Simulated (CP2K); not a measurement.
Consider trichlorosilane at its PBE geometry (Å).

```xyz
5

Cl   -0.9457    1.6804   -0.5572
Si    0.0036    0.0014    0.1101
Cl   -1.0147   -1.6544   -0.5118
Cl    1.9068   -0.0480   -0.6251
H     0.0500    0.0206    1.5839
```

Method: CP2K XAS_TDP, all-electron GAPW, PBEh(45%), aug-pc-2, TDA, GW2X-corrected core level, ZORA, spin–orbit coupling.

**Question.** Where do the Cl L₂,₃-edge lines lie, and how strong are they?

Leading lines: Cl1 202.43 eV. The leading line of an atom is its first one with 35 % of the strongest within 2.5 eV of its lowest line over the strength cut. Core ionisation energies at this level: Cl1 206.45/206.53/208.05 eV; the 2p½ level lies 1.56 eV above the 2p3/2 pair.

The first six lines of each atom with a strength over 0.0003:

```
                       atom  energy (eV)  states  strength, one atom  above the computed threshold
Cl1 (bonded to Si), 3 alike       202.43       2              0.0092                              
                                  203.87       2              0.0003                              
                                  203.93       2              0.0014                              
                                  203.95       1              0.0021                              
                                  203.97       2              0.0015                              
                                  203.99       2              0.0039
```

Lines are vertical, at one geometry, with no vibrational structure. GW2X ionisation energies and lines can be off by 1 to 2 eV either way, and a good line position may hide errors that cancel. Rydberg lines, and the discretised continuum above threshold, depend on the basis and the box.

[Banner, clock and machine lines of the logs are left out without a mark of their own.]

[Logs are printed without paths, hosts, clocks, repeated set-up lines and the standing remarks that a program may print on its own settings, such as how far it seeks lower states.]

[Hosts, paths, dates, database ids (printed as entryN), source tags and the programs' standing remarks are cut or masked in the printed files.]
